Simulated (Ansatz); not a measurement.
# What SiCl3 (built on the sites of a database entry of SnI3) distorts into

Which phase does SiCl3 (built on the sites of a database entry of SnI3) fall into along its unstable mode, and how much energy does it gain?

Method: DFT PBE, scalar-relativistic, plane waves, norm-conserving pseudopotentials, in Ansatz 0.2.0.

The structure was built from a prototype and need not be the compound's stable phase.

**1. Set-up**

It takes space group Pm-3m (No. 221, cubic). The conventional cell has a = 4.735 Å, b = 4.735 Å, c = 4.735 Å, α = 90.00°, β = 90.00°, γ = 90.00°. Si has 6 Cl at 2.37 Å nearest. Nearest to Cl lie 2 Si at 2.37 Å. Farther neighbours and most contacts between anions are not listed.

**2. Response at finite wavevector**

The cell comes from relaxations at this level that are not shown. Stability and thermal properties need the whole zone. Linear response on a 2×2×2 q mesh gives force constants as far as a supercell of that size would.

The input, input.yaml:

```yaml
crystal:
  lattice:
    - [4.7349396865, 0.0, 0.0]
    - [0.0, 4.7349396865, 0.0]
    - [0.0, 0.0, 4.7349396865]
  atoms:
    - { symbol: Si, position: [0.0, 0.0, 0.0] }
    - { symbol: Cl, position: [0.5, 0.0, 0.0] }
    - { symbol: Cl, position: [0.0, 0.0, 0.5] }
    - { symbol: Cl, position: [0.0, 0.5, 0.0] }
kpoints:
  mp_grid: { grid: [10, 10, 10] }
hamiltonian:
  xc: pbe
  pseudopotentials: { kind: nc }
scf:
  occupations: { method: methfessel_paxton, width: 0.2 }
output:
  eigenvalues: true
phonons:
  method: dfpt
  qmesh: [2, 2, 2]
  temperatures: { t_max: 1000, t_step: 50 }
  qpath:
    path:
      - [[0.0, 0.0, 0.0], [0.0, 0.5, 0.0], [0.5, 0.5, 0.0], [0.0, 0.0, 0.0], [0.5, 0.5, 0.5], [0.0, 0.5, 0.0]]
      - [[0.5, 0.5, 0.5], [0.5, 0.5, 0.0]]
    npoints: 10
```

On the command line:

```
> ansatz run input.yaml --threads 4 --pin off --max-ram 14336MiB --backend cpu --events-out ev --progress --plain --runs-dir out
```

Numbers of over 12 decimals in the logs are rounded to 6 here.

The log of the run:

```text
Engine: ansatz 0.2.0, aarch64-unknown-linux-gnu
Pseudopotentials: kind: nc
Pseudopotential: Si, nc, valence charge 4, recommended cutoff 489.804952 eV (normal), Si.nc.azcp
Pseudopotential: Cl, nc, valence charge 7, recommended cutoff 789.130201 eV (normal), Cl.nc.azcp (PseudoDojo's, or run here from an input of PseudoDojo's: the run reads no file of this project's for it)
Functional definition: PBE
  parameter kappa = 0.804
  parameter beta = 0.066725
  exchange = pbe_x(kappa = kappa, mu = beta*pi^2/3)
  correlation = pbe_c(beta = beta)
Crystal: 4 atoms, lattice volume = 106.156 Å³
Basis set: ecut = 789.130201 eV, 5377 PW (Γ), exchange–correlation on 90×90×90 points (8 copies of the dense FFT grid, shifted against one another)
Bands: 17, of which v1, the nominal top of the filled ones, is band 13 counted from 1 (12 counted from 0)
Symmetry: 48 space group operations
k-points: 56 of 1000
Non-local potential: Si, projectors of the file, l = 0: 2, l = 1: 2, l = 2: 2
Non-local potential: Cl, projectors of the file, l = 0: 2, l = 1: 2, l = 2: 2
Initial density: superposition of atomic densities (chi_scale 0.1, normalization cell, long waves kept (reshape's long-wave potential 0.02 eV rms))
Initial wavefunctions: pseudopotential atomic-orbital guess
Functional: x = pbe(κ = 0.804, μ = 0.219515), c = pbe(β = 0.066725)
SCF iter   1: F=—  HF=-1456.343293 eV  |F-HF|=—  |Δ(HF+E_count)|=         —  Δρ=2.07e-2  dr2=4.44e-1  ethr=3.10e-3  ⟨swp⟩=8.9  Hψ=6651  notcnv=0
preconditioner: auto → Resta (q_TF=auto, 2.144 Å⁻¹)  ε∞=3.4  [insulator: Δε(μ)=0.179 eV  Ē_g=11.630 eV  σ=0.200 eV  W_gap=0.52  n_scr=18 (ndim 8)  ℏωp=18.0 eV  f_vac=0.143  D(μ)=0.53/eV (n_scr^D=0)  ε∞_Penn≈3.4]
SCF iter   2: F=—  HF=-1456.248477 eV  |F-HF|=—  |Δ(HF+E_count)|=   9.48e-2  S|Δr|=    0.00e0  Δρ=1.01e-2  dr2=6.69e-2  ethr=1.77e-3  ⟨swp⟩=2.8  Hψ=1855  notcnv=0
preconditioner: auto → none  [metal: Δε(μ)=0.064 eV  Ē_g=11.456 eV  σ=0.200 eV  W_gap=0.27  n_scr=18 (ndim 8)  ℏωp=18.0 eV  f_vac=0.152  D(μ)=0.55/eV (n_scr^D=0)]
SCF iter   3: F=—  HF=-1456.247313 eV  |F-HF|=—  |Δ(HF+E_count)|=   1.16e-3  S|Δr|=    0.00e0  Δρ=2.00e-3  dr2=3.42e-3  ethr=2.67e-4  ⟨swp⟩=2.5  Hψ=1586  notcnv=0
SCF iter   4: F=—  HF=-1456.247741 eV  |F-HF|=—  |Δ(HF+E_count)|=   4.27e-4  S|Δr|=    0.00e0  Δρ=2.54e-4  dr2=4.06e-5  ethr=1.37e-5  ⟨swp⟩=2.1  Hψ=1541  notcnv=0
SCF iter   5: F=—  HF=-1456.247792 eV  |F-HF|=—  |Δ(HF+E_count)|=   5.14e-5  S|Δr|=    0.00e0  Δρ=6.77e-5  dr2=2.50e-6  ethr=1.62e-7  ⟨swp⟩=2.4  Hψ=1642  notcnv=0
SCF iter   6: F=—  HF=-1456.247772 eV  |F-HF|=—  |Δ(HF+E_count)|=   2.05e-5  S|Δr|=    0.00e0  Δρ=3.06e-6  dr2=7.80e-9  ethr=9.99e-9  ⟨swp⟩=2.2  Hψ=1529  notcnv=0  defer=10
SCF iter   7: F=—  HF=-1456.247772 eV  |F-HF|=—  |Δ(HF+E_count)|=   7.40e-9  S|Δr|=    0.00e0  Δρ=8.32e-7  dr2=7.69e-10  ethr=3.12e-11  ⟨swp⟩=2.6  Hψ=1692  notcnv=0  defer=11
SCF iter   8: F=—  HF=-1456.247772 eV  |F-HF|=—  |Δ(HF+E_count)|=  7.28e-11  S|Δr|=    0.00e0  Δρ=8.68e-8  dr2=1.14e-11  ethr=3.08e-12  ⟨swp⟩=2.4  Hψ=1640  notcnv=0  defer=11
SCF iter   9: F=-1456.247772 eV  HF=-1456.247772 eV  |F-HF|=2.27e-13  |Δ(HF+E_count)|=  4.55e-13  S|Δr|=    0.00e0  Δρ=1.73e-8  dr2=4.22e-13  ethr=1.00e-12  ⟨swp⟩=10.4  Hψ=6122  notcnv=0
SCF 1 converged in 9 iterations: F = -1456.247772 eV  dr2 = 4.22e-13
phonons: the bands overlap, so this run is a metal and interpolates without the dipole-dipole term. If the crystal is really an insulator or semiconductor, its LO-TO splitting is missing
NSCF: frozen V_eff on 56 k-points
WARN: eigensolver did not converge in 4 slots of this pass, the one above among them; of largest residual over every band (k=25): 1 band(s) unlocked (lowest unlocked band 16, counted from 0; max residual 5.93e-2 eV among the unlocked bands, 5.93e-2 eV over every band); of lowest unlocked band (k=5): band 16
NSCF: frozen V_eff on 216 k-points
DFPT response loops at q = (0, 0, 0) (fractional): preconditioner auto → none (partly filled bands, converged f_vac=0.166); β = 0.50; Broyden in place of MSR1
NSCF: frozen V_eff on 432 k-points
DFPT response loops at q = (0, 0, -0.5) (fractional): mixed as the last ones told, above
NSCF: frozen V_eff on 432 k-points
DFPT response loops at q = (0, -0.5, -0.5) (fractional): mixed as the last ones told, above
NSCF: frozen V_eff on 432 k-points
DFPT response loops at q = (-0.5, -0.5, -0.5) (fractional): mixed as the last ones told, above
SCF converged after 9 iterations
Stability not checked: this state was not tested for a lower state beside it, because cold or Methfessel-Paxton smearing, or corrected tetrahedra, fill the levels in a way that the test cannot read (fill_not_monotonic; see scf.lower_state_search)
Free energy (F): -1456.247772 eV
Harris-Foulkes:  -1456.247772 eV  (|F-HF|=2.27e-13)
Internal energy: -1456.251098 eV  (E = F + TS)
E sigma→0 (E₀):  -1456.248603 eV
Entropy (-TS):   0.003326 eV (0.832 meV/atom)
Fermi energy:    2.208242 eV
--- Per-component energies (eV) ---
  E_band       = -104.240890
  E_kinetic    = 495.764640
  E_local      = -1078.907841  (includes V_loc(G=0)·N_el)
  E_nonlocal   = 201.003228
  E_hartree    = 321.116497
  E_xc         = -407.071758
  E_vxc        = -364.333912  (∫ρ·V_xc dr)
  E_ewald      = -988.155865
  E_smearing   = 0.003326  (= −TS)
  E_closure    = -0.000000  (closes the sum)
  Σ components = -1456.247772   (vs F -1456.247772, Δ=0.00e0)
--- Band table (eV; the first three rows and the last of 56) ---
  k-point 0: bands = [... 9 lower, 0.1529, 0.2364, 0.2364, 0.2364, 7.6351, 8.3154, 8.3154, 8.3154]
  k-point 1: bands = [... 9 lower, 0.1330, 0.2171, 0.2171, 0.2708, 7.7575, 8.3358, 8.4505, 8.4505]
  k-point 2: bands = [... 9 lower, 0.0815, 0.2083, 0.2083, 0.4568, 8.0896, 8.3908, 8.6582, 8.8154]
  k-point 55: bands = [... 9 lower, 1.0673, 1.0673, 1.0673, 4.1168, 4.1168, 4.1168, 6.3148, 8.3704]
--- Phonons (Γ-DFPT): 3 representative perturbations + reference (Σ response iterations 7) ---
  ASR residual: 4.292e-5 → 0.000e0 eV/Å²; symmetrization residual: 1.095e-6 eV/Å²
  ASR residual per site (eV/Å²): 4.29e-5 2.37e-5 2.37e-5 2.37e-5
  Γ frequencies (cm⁻¹): -258.25 -258.25 -258.25 0.00 0.00 0.00 89.29 89.29 89.29 188.42 188.42 188.42
--- Phonons (arbitrary-q DFPT): 4 irreducible q on the 2×2×2 mesh ---
  q = [0.0000, 0.0000, 0.0000] (star 1, of the zone-centre solve; hermiticity 4.31e-7, symmetrization 1.07e-14): -258.25 -258.25 -258.25 -0.00 0.00 0.00 89.29 89.29 89.29 188.42 188.42 188.42
  q = [0.0000, 0.0000, -0.5000] (star 3, 7 solved perturbations in 1332 linear systems a pass and spin channel, the states on 216 of 1000 k-point pairs; hermiticity 3.23e-7, symmetrization 4.34e-14, the responses' own estimated error 7.6e-5 eV/Å²): -252.59 -252.59 63.09 63.69 63.69 101.89 101.89 111.54 127.77 176.81 176.81 300.35
  q = [0.0000, -0.5000, -0.5000] (star 3, 7 solved perturbations in 1332 linear systems a pass and spin channel, the states on 216 of 1000 k-point pairs; hermiticity 1.62e-7, symmetrization 3.53e-14, the responses' own estimated error 7.7e-5 eV/Å²): -247.34 -48.08 43.00 96.87 96.87 100.74 100.74 137.36 141.68 162.34 318.69 318.69
  q = [-0.5000, -0.5000, -0.5000] (star 1, 3 solved perturbations in 468 linear systems a pass and spin channel, the states on 216 of 1000 k-point pairs; hermiticity 2.18e-13, symmetrization 1.05e-13, the responses' own estimated error 7.3e-5 eV/Å²): -241.28 -49.66 -49.66 -49.66 123.23 123.23 130.72 130.72 130.72 327.34 327.34 327.34
  sum rule: each row above includes the acoustic sum rule's correction from the zone centre's row sums; it moved no ω² by more than (0.64 cm⁻¹)²
  mesh force constants: q→R imaginary residual 8.37e-47; ASR residual 4.292e-5 → 0.000e0 eV/Å²; symmetrization residual 7.994e-15 eV/Å²
  interpolated dispersion: 62 rows × 12 modes
  density of states and harmonic sums: on the 14×14×14 q-mesh, interpolated from the force constants of a 2×2×2 supercell (no non-analytic term)
  largest difference from the sums on the solved wave vectors: F 4.73e-2 eV, S 4.92e-5 and C_V 1.10e-5 eV/K
  zero-point energy: 0.080869 eV/cell   skipped modes (ω ≤ 0): 336, of them read as no rigid motion or as one in doubt: 333 (2.722e0 modes/cell left out, lowest -258.25 cm⁻¹)   left out of the sums: 2.27e-1 of the cell's modes: C_V's classical limit lies that fraction below 3 k_B per atom; for a crystal, a wire or a layer, F and S can be off by more, and a phonons.interpolated_qmesh denser along its periods is the remedy for the sampling
```

Elapsed: 4.6 min, on 4 threads of Arm Neoverse V1, shared host; peak memory 2.2 GiB; 18 min of CPU time.

This step gave:

| Item | Value |
| --- | --- |
| volume per atom | 26.54 Å³ |
| gap on the k-mesh | 0 eV |
| sum-rule residual before enforcement | 4.29e-5 eV/Å² |
| lowest frequency on the path | -258.2 cm⁻¹ |
| point group | m-3m |
| highest frequency on the path or at a solved wavevector | 327.3 cm⁻¹ |
| highest optical mode at the zone centre (no LO-TO term) | 188.4 cm⁻¹ |
| lowest optical zone-centre mode | -258.2 cm⁻¹ |
| lowest mode on the q mesh (acoustic modes at Γ apart) | -258.2 cm⁻¹ |

Frequencies (cm⁻¹) solved at each irreducible wavevector; negative means imaginary. Frequencies by wavevector, by row:

```csv
q in reciprocal lattice units,star,mode 1,mode 2,mode 3,mode 4,mode 10,mode 11,mode 12
0 0 0,1,-258.2,-258.2,-258.2,0,188.4,188.4,188.4
0 0 -0.5,3,-252.6,-252.6,63.1,63.7,176.8,176.8,300.4
0 -0.5 -0.5,3,-247.3,-48.1,43,96.9,162.3,318.7,318.7
-0.5 -0.5 -0.5,1,-241.3,-49.7,-49.7,-49.7,327.3,327.3,327.3
```

Interpolated from a 2×2×2 q mesh. The phonon branches at the labelled points (cm⁻¹):

```csv
point,branch 1,branch 2,branch 3,branch 4,branch 9,branch 10,branch 11,branch 12
Γ,-258,-258,-258,0,89,188,188,188
halfway,-255,-255,-121,48,135,183,183,201
X,-253,-253,63,64,128,177,177,300
halfway,-250,-119,24,84,132,170,213,310
M,-247,-48,43,97,142,162,319,319
halfway,-253,-127,-111,58,139,177,202,210
Γ,-258,-258,-258,0,89,188,188,188
halfway,-158,-103,-103,50,137,200,217,217
R,-241,-50,-50,-50,131,327,327,327
halfway,-171,-92,14,49,132,212,224,316
X,-253,-253,63,64,128,177,177,300
jump to R,-241,-50,-50,-50,131,327,327,327
halfway,-197,-49,40,40,136,224,323,323
M,-247,-48,43,97,142,162,319,319
```

Symmetry leaves 4 wavevectors to solve. The lowest mode among them, the acoustic zeros apart, lies at Γ and is imaginary, 258.2i cm⁻¹, so the energy falls along it.

**3. The mode frozen in, largest atomic shift 0 Å**

The mode followed lies at Γ with frequency 258.2i cm⁻¹ and is 3-fold degenerate, the softest among the wavevectors solved. At small amplitude the distorted cell has space group no. 160 by a symmetry search on the positions. The undistorted cell that holds it gives the zero of energy on the same k mesh.

input.yaml, the sections that differ from step 2:

```yaml
output:
  forces: true
  stress: true
  eigenvalues: true
# crystal, kpoints, hamiltonian, scf: as in step 2
# phonons: removed
```

The log of the run:

```text
[...]
Crystal: 4 atoms, lattice volume = 106.156 Å³
Basis set: ecut = 789.130201 eV, 5377 PW (Γ), exchange–correlation on 90×90×90 points (8 copies of the dense FFT grid, shifted against one another)
Bands: 17, of which v1, the nominal top of the filled ones, is band 13 counted from 1 (12 counted from 0)
Symmetry: 48 space group operations
[...]
k-points: 56 of 1000
[...]
P = ⅓ Tr σ = 0.0067 GPa (0.067 kbar)
--- Band table (eV; the first three rows and the last of 56) ---
  k-point 0: bands = [... 9 lower, 0.1529, 0.2364, 0.2364, 0.2364, 7.6351, 8.3154, 8.3154, 8.3154]
  k-point 1: bands = [... 9 lower, 0.1330, 0.2171, 0.2171, 0.2708, 7.7574, 8.3358, 8.4505, 8.4505]
  k-point 2: bands = [... 9 lower, 0.0815, 0.2083, 0.2083, 0.4568, 8.0896, 8.3908, 8.6583, 8.8155]
  k-point 55: bands = [... 9 lower, 1.0673, 1.0673, 1.0673, 4.1169, 4.1169, 4.1169, 6.3149, 8.3704]
[key lines of the parts left out:]
SCF converged after 6 iterations
Free energy (F): -1456.247772 eV
Fermi energy:    2.208295 eV
```

Wall time 3.3 s (4 threads); peak memory 0.54 GiB; 13 s of CPU time.

This run has no spin polarisation although its electron count is odd.

Numbers from this step:

| Quantity | Value |
| --- | --- |
| pressure | 0.006681 GPa |
| energy from the undistorted cell | 0 meV/atom |

**4. The mode frozen in, largest atomic shift 0.45 Å**

The atoms are moved along the unstable eigenvector, the largest shift by 0.45 Å, with the cell fixed.

input.yaml, the sections that differ from step 3:

```yaml
crystal:
  lattice:
    - [4.7349396865, 0.0, 0.0]
    - [0.0, 4.7349396865, 0.0]
    - [0.0, 0.0, 4.7349396865]
  atoms:
    - { symbol: Si, position: [0.0548703127, -0.0548703127, -0.0548703127] }
    - { symbol: Cl, position: [0.475863303, 0.0096669509, 0.0096669509] }
    - { symbol: Cl, position: [-0.0096669509, 0.0096669509, 0.524136697] }
    - { symbol: Cl, position: [-0.0096669509, 0.524136697, 0.0096669509] }
# kpoints, hamiltonian, scf, output: as in step 3
```

The log of the run:

```text
[...]
Crystal: 4 atoms, lattice volume = 106.156 Å³
Basis set: ecut = 789.130201 eV, 5377 PW (Γ), exchange–correlation on 90×90×90 points (8 copies of the dense FFT grid, shifted against one another)
Bands: 17, of which v1, the nominal top of the filled ones, is band 13 counted from 1 (12 counted from 0)
Symmetry: 6 space group operations
[...]
P = ⅓ Tr σ = 6.4460 GPa (64.460 kbar)
--- Band table (eV; the first three rows and the last of 116) ---
  k-point 0: bands = [... 9 lower, -0.0755, -0.0755, 0.0237, 0.7027, 7.0984, 7.6463, 8.3410, 8.3410]
  k-point 1: bands = [... 9 lower, -0.1227, -0.0764, 0.0273, 0.8559, 7.2005, 7.7473, 8.3846, 8.4613]
  k-point 2: bands = [... 9 lower, -0.1885, -0.0681, 0.0103, 1.2662, 7.4599, 8.0111, 8.4882, 8.7946]
  k-point 115: bands = [... 9 lower, 0.7893, 0.7893, 0.8931, 5.0967, 5.8301, 5.8301, 6.9636, 8.0637]
[key lines of the parts left out:]
SCF converged after 9 iterations
Free energy (F): -1456.537920 eV
Fermi energy:    3.002230 eV
```

Wall time 12 s (4 threads); peak memory 0.63 GiB; 48 s of CPU time.

This step gave:

```yaml
pressure: 6.446 GPa
energy_from_the_undistorted_cell: -72.45 meV/atom
```

The energy, extrapolated to zero smearing, is -72.45 meV/atom against the undistorted cell.

The run ends at a pressure of 6.45 GPa, with forces up to 0.98 eV/Å.

**5. Energy along the mode, all amplitudes (two of the runs are shown above)**

An imaginary frequency means negative curvature, so the energy should fall and then rise again as anharmonic terms take over.

This step gave:

- depth at the lowest point sampled: 72.45 meV/atom
- largest atomic shift at that point: 0.45 Å

Table of energy from the parent by largest atomic shift:

```csv
largest atomic shift (Å),energy from the parent (meV/atom)
0.000,0
0.040,-1.81
0.080,-7.08
0.140,-20.5
0.220,-44.3
0.320,-71.3
0.450,-72.5
0.600,14.2
```

Displacement at unit largest shift by atom:

```csv
atom,x (Å),y (Å),z (Å),size
Si1,0.577,-0.577,-0.577,0.999
Cl2,-0.254,0.102,0.102,0.292
Cl3,-0.102,0.102,0.254,0.292
Cl4,-0.102,0.254,0.102,0.292
```

The lowest of the steps tried is at 0.45 Å, 72.5 meV/atom below the parent; the bottom of the well need not coincide with a step.

(Continued in part 2 of 2.)

[Logs are printed without paths, hosts, clocks, repeated set-up lines and the standing remarks that a program may print on its own settings, such as how far it seeks lower states.]

[Hosts, paths, dates, database ids (printed as entryN), source tags and the programs' standing remarks are cut or masked in the printed files.]
